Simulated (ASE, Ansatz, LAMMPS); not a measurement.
# Localised basis functions on (8,0) carbon nanotube bundle (160 atoms), part 2 of 2

Aim: test how closely localised support functions follow the reference on (8,0) carbon nanotube bundle (160 atoms), and at what cost. A setting counts as converged where the r.m.s. difference of forces stays under 1 % of the r.m.s. force.

Ansatz 0.2.0; Kohn-Sham DFT, PBE+D4, PAW (set soft_2), plane waves.

So far. Step 3 (Plane-wave single point): Löwdin charges run from +0.02 to +0.05 e, about a mean that is the spilled charge alone. Within 0.4 eV of the Fermi level the largest share is C p (96 % of the projected weight).

## 4. Local order

Bonds and neighbours are counted at the geometry of the runs.

Density 1.89 g/cm³, 10.55 Å³ an atom.

Pair distribution function in bins of 0.1 Å:

```csv
r (Å),total
1.25,0.00
1.35,3.23
1.45,8.89
1.55,0.26
1.65,0.00
1.75,0.00
1.85,0.00
1.95,0.00
2.05,0.00
2.15,0.00
2.25,0.02
2.35,1.37
2.45,5.54
2.55,1.41
2.65,0.15
2.75,1.09
2.85,1.66
2.95,0.30
3.05,0.03
3.15,0.04
3.25,0.08
3.35,0.23
3.45,0.33
3.55,0.87
3.65,1.20
3.75,1.83
3.85,0.81
3.95,0.62
4.05,1.28
4.15,1.40
4.25,1.20
4.35,0.87
4.45,0.71
4.55,0.79
4.65,0.80
4.75,0.76
4.85,1.25
4.95,1.54
5.05,1.18
5.15,1.11
5.25,1.01
5.35,0.84
5.45,0.66
5.55,0.83
```

Bonds by pair of elements; cutoffs follow the first minimum of g(r), held within bounds set by covalent radii, and pairs that aren't listed don't count as bonded:

```
pair A-B  cutoff (Å)  bonds  mean length (Å)  spread (Å)  shortest (Å)  B about A  A about B
     C-C        1.85    240             1.43       0.037          1.34          3          3
```

How many atoms have how many bonded neighbours:

```csv
element,mean,3
C,3,160
```

Bond angles, per cent of each kind in bins of 5°:

```csv
angle (°),C-C-C
105–110,0.2
110–115,13.3
115–120,53.7
120–125,30.4
125–130,2.1
130–135,0.2
```

Bond angles (no mean is given where the spread exceeds 20°):

```
angle  count  mean (°)  spread (°)
C-C-C    480       118         3.4
```

Rings of the network by King's shortest-path rule, up to 12 atoms, one path for each pair of neighbours; H, halogens, alkali and alkaline-earth atoms are left out, and the last column divides by all other atoms, bonded or not:

```
ring size (atoms)  rings  per network atom
                6     80               0.5
```

The first peak of g(r) lies near 1.43 Å. With the cutoffs above, all C atoms have 3 bonded neighbours. The C-C-C angle averages 118° with a spread of 3°. All rings counted have 6 atoms.

Local excerpt of 13 atoms (numbers count through the whole input) about C46, picked at random; x, y, z are measured from there.

```
atom      x      y      z  distance (Å)  bonds  Löwdin charge (e)     Fx     Fy  Fz (eV/Å)
 C46   0.00   0.00   0.00          0.00      3               0.04   1.65  -1.89       2.90
 C43   0.09  -0.02  -1.37          1.37      3               0.04  -1.11   0.67       0.70
 C45  -0.02   1.20   0.76          1.42      3               0.04  -0.60  -0.05      -0.54
 C49   0.63  -1.12   0.75          1.49      3               0.04  -0.09   0.81      -0.30
 C40   0.01   1.21  -2.02          2.35      3               0.04  -1.60   0.50      -4.23
 C44   0.63  -1.08  -2.04          2.39      3               0.03   1.91  -2.27      -2.52
 C42   0.35   2.38   0.04          2.40      3               0.04  -1.05  -0.38       0.74
 C72  -0.07   1.18   2.16          2.46      3               0.04   0.00   0.92       0.97
 C50   1.60  -1.92   0.05          2.50      3               0.03   0.37   0.67       0.07
 C76   0.72  -1.02   2.18          2.51      3               0.04   0.77  -3.53      -0.75
 C39   0.36   2.34  -1.35          2.73      3               0.04   0.63   3.45       0.71
 C47   1.61  -1.91  -1.38          2.85      3               0.04  -1.44   0.60       1.89
 C75   0.14  -0.04   2.92          2.92      3               0.04  -0.96   4.11      -0.15
```

The column of bonds counts only the pairs C-C within 1.85 Å; other neighbours, such as metal atoms beside each other in a compound, aren't counted, and periodic images can show an atom twice.

## 5. Support functions medium

The cell is solved in localised support functions. The level medium gives here a grid of 48×48×96 points and a radius of 3.44 Å.

This step: Kohn-Sham DFT, PBE+D4, PAW (set soft_2), localised support functions (medium) (Ansatz 0.2.0).

input.yaml reads:

```yaml
crystal:
  lattice:
    - [9.56434, 0.0, 0.0]
    - [-4.78217, 8.28296, 0.0]
    - [0.0, 0.0, 21.30422]
  atoms:
    [... the 160 atom lines of step 3 ...]
kpoints:
  mp_grid: { grid: [2, 2, 1] }
hamiltonian:
  xc: pbe
  dispersion: d4
scf:
  occupations: { method: gaussian, width: 0.025 }
  eigensolver: { kind: { support_functions: { accuracy: medium } } }
  mixing: { beta: 0.2 }
  max_iter: 150
output:
  forces: true
  eigenvalues: true
```

The run is started by

```
$ ansatz run input.yaml --threads 8 --pin off --max-ram 15872MiB --backend cpu --events-out ev --progress --plain --runs-dir out
```

Numbers of over 12 decimals in the logs are rounded to 6 here.

Output:

```text
Warning: scf.eigensolver.kind.support_functions: disabling space-group detection — the functions' gradient is summed over unrotated k-points, so no spatial operation reduces the k-mesh or symmetrises the density; time reversal is kept, so that k and −k are solved as one point where they differ and the mesh holds both, and exact exchange and, on two spinor components, a DFT+U term hold to it where the run has them: [...]
settings of this run that can trade accuracy for cost: scf.eigensolver.kind.support_functions [...]
[...]
Crystal: 160 atoms, lattice volume = 1687.743 Å³
Basis set: ecut = 420 eV, 32927 PW (Γ), exchange–correlation on 128×128×288 points (8 copies of the dense FFT grid, shifted against one another)
Bands: 384, of which v1, the nominal top of the filled ones, is band 320 counted from 1 (319 counted from 0)
Symmetry: 1 space group operations
k-points: 4
[...]
Eigensolver: Support functions (medium, 48×48×96 points, laid for a spacing of at most 0.228497 Å, radius 3.440529 Å, 20 sites without an atom, 1 species' potentials softened for the grid, 1 wholly corrected for its errors in the mean over positions, 1 with the egg-box correction, energy correction by stochastic trace)
[...]
SCF iter   1: F=—  HF=-40159.535853 eV  |F-HF|=—  |Δ(HF+E_count)|=         —  Δρ=9.73e-2  dr2=1.60e2  ethr=1.00e-1
[...]
SCF iter  21: F=-40128.539813 eV  HF=-40128.539812 eV  |F-HF|=6.15e-7  |Δ(HF+E_count)|=   3.15e-6  Δρ=1.21e-5  dr2=2.52e-6  ethr=1.76e-9
SCF 1 converged in 21 iterations: F = -40128.551132 eV  dr2 = 2.52e-6
[...]
SCF converged after 21 iterations
Stability not checked: this state was not tested for a lower state beside it, because the mixer in use, unlike msr1, does not test its closes by its own steps (another_mixer; see scf.mixing.algorithm and scf.lower_state_search)
Free energy (F): -40128.551132 eV
[...]
Internal energy: -40128.550604 eV  (E = F + TS)
E sigma→0 (E₀):  -40128.550868 eV
Entropy (-TS):   -0.000528 eV (-0.003 meV/atom)
Fermi energy:    5.257746 eV
[...]
--- Forces (eV/Å), atoms counted from 1 ---
  atom   1  C     -0.54879702     2.88573304     1.51569661
  atom   2  C     -0.56899220    -0.49184521    -1.38185706
  atom   3  C      1.79449473     1.67512663     1.93356224
  atom   4  C     -3.68239233    -0.89489315    -0.86820984
  atom   5  C      0.46969926     0.15803074    -1.77788781
  atom   6  C      1.66339559    -0.09864212    -1.01818200
  atom   7  C      1.58658997     1.43038805     0.38411546
  atom   8  C     -0.01620767     2.33295209    -0.66545028
  atom   9  C     -2.50103427     0.92957038     1.83813655
  atom  10  C      1.10560606     0.03688267    -1.29643664
  atom  11  C     -0.77457525    -1.30663770     1.28495797
  atom  12  C     -0.87962389    -0.28771537     0.14019557
  atom  13  C      1.38967414    -2.39189856     2.07912753
  atom  14  C      0.96886987    -0.81544759    -0.20807543
[...]
atom 159  C      0.03052859     0.35515729     1.99274579
  atom 160  C     -0.87037228    -0.44374377    -0.80468489
  max |Σ_I F_I| component: 2.41e-2 eV/Å
--- Band table (eV) ---
[...]
```

Elapsed: 4.4 min, on 8 threads of Arm Neoverse N1, shared host; peak memory 4.5 GiB.

The program notes that the band table was not solved further than the SCF left it and it switched symmetry off.

Keys that differ from the reference: support_functions.accuracy = "medium", scf.max_iter = 150 and scf.mixing.beta = 0.2.

Forces differ from the reference by 1.4 meV/Å r.m.s., 0.092 % of their size, well within a tolerance of 1 %; the energy by -3.7 meV/atom.

## 6. What each setting buys

Differences are against the plane-wave reference (Kohn-Sham DFT, PBE+D4, PAW (set soft_2), plane waves), whose r.m.s. force component is 1.49 eV/Å. Energies are set beside the reference only for runs with its functional, potentials and electron count. Times are for 8 threads of Arm Neoverse N1, shared host. The reference's time includes the DOS, the stress and grids, which some other runs skip.

| run | Δ force, r.m.s. (meV/Å) | share of r.m.s. force (%) | Δ energy (meV/atom) | Δ gap (eV) | cycles | time | host memory (GiB) |
| --- | --- | --- | --- | --- | --- | --- | --- |
| reference | - | - | - | - | 9 | 3.4 min | 12 |
| support functions medium | 1.37 | 0.0916 | -3.71 | 0 | 21 | 4.4 min | 4.5 |

## 7. Outcome

```
free energy per atom                             : -250.7997 eV/atom
density                                          : 1.891 g/cm³
pressure                                         : 0.849 GPa
r.m.s. force component                           : 1.494 eV/Å
spacing of highest filled and lowest empty level : 0.0802 eV
wall time of the 2 DFT runs                      : 7.8 min
```

In words: Against plane waves at 420 eV, the forces differ by 1.4 meV/Å (0.092 %) with support functions medium. At 160 atoms the run with support functions medium takes roughly 1.3 times the time of plane waves (whose run also made extra analyses, so the like-for-like ratio is larger), in 21 SCF cycles against 9. Differences between support functions and plane waves include what basis error the plane-wave run still has.

The highest filled and lowest empty levels lie only 0.080 eV apart (on the run's k-points), which on so few k-points needn't be a gap. With the cutoffs above, all C atoms have 3 bonded neighbours.

**Limits.** The geometry is a frame of classical dynamics and isn't relaxed at this level: its force components are 1.5 eV/Å r.m.s.

[Logs are printed without paths, hosts, clocks, repeated set-up lines and the standing remarks that a program may print on its own settings, such as how far it seeks lower states.]

[Hosts, paths, dates, database ids (printed as entryN), source tags and the programs' standing remarks are cut or masked in the printed files.]
